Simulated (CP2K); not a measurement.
Consider borylacetaldehyde at its PBE geometry (Å).

```xyz
9

B     1.1694    0.2400    0.5464
C     0.0459   -0.5078   -0.2349
C    -1.2764    0.2087   -0.2390
O    -2.3157   -0.2580    0.1982
H     1.1485    1.4358    0.6291
H     2.0829   -0.3693    1.0206
H     0.4610   -0.4247   -1.2670
H    -0.0676   -1.5745   -0.0048
H    -1.2479    1.2498   -0.6486
```

Method: CP2K XAS_TDP, all-electron GAPW, PBEh(45%), aug-cc-pVDZ, TDA, GW2X-corrected core level, no relativity.

Q: Where do the C K-edge lines lie, and how strong are they?

Leading lines: C2 289.97 eV and C3 288.68 eV. The leading line of an atom is its first one with 35 % of the strongest within 2.5 eV of its lowest line over the strength cut. Core ionisation energies at this level: C2 292.37 and C3 295.62 eV.

The first six lines of each atom with a strength over 0.0015:

```
                       atom  energy (eV)  states  strength, one atom  above the computed threshold
C2 (bonded to B, C and 2 H)       287.82       1              0.0023                              
                                  289.97       1              0.0182                              
                                  290.71       1              0.0172                              
                                  291.45       1              0.0033                              
                                  291.68       1              0.0034                              
                                  292.07       1              0.0035                              
  C3 (bonded to C, O and H)       288.68       1              0.0689                              
                                  292.13       1              0.0029                              
                                  293.51       1              0.0149                              
                                  294.35       1              0.0022                              
                                  294.91       1              0.0016                              
                                  295.60       1              0.0038
```

Lines are vertical, at one geometry, with no vibrational structure. GW2X ionisation energies and lines can be off by 1 to 2 eV either way, and a good line position may hide errors that cancel. These values hold no scalar relativity, about 0.1 eV for C 1s. Rydberg lines, and the discretised continuum above threshold, depend on the basis and the box.

[Banner, clock and machine lines of the logs are left out without a mark of their own.]

[Logs are printed without paths, hosts, clocks, repeated set-up lines and the standing remarks that a program may print on its own settings, such as how far it seeks lower states.]

[Hosts, paths, dates, database ids (printed as entryN), source tags and the programs' standing remarks are cut or masked in the printed files.]
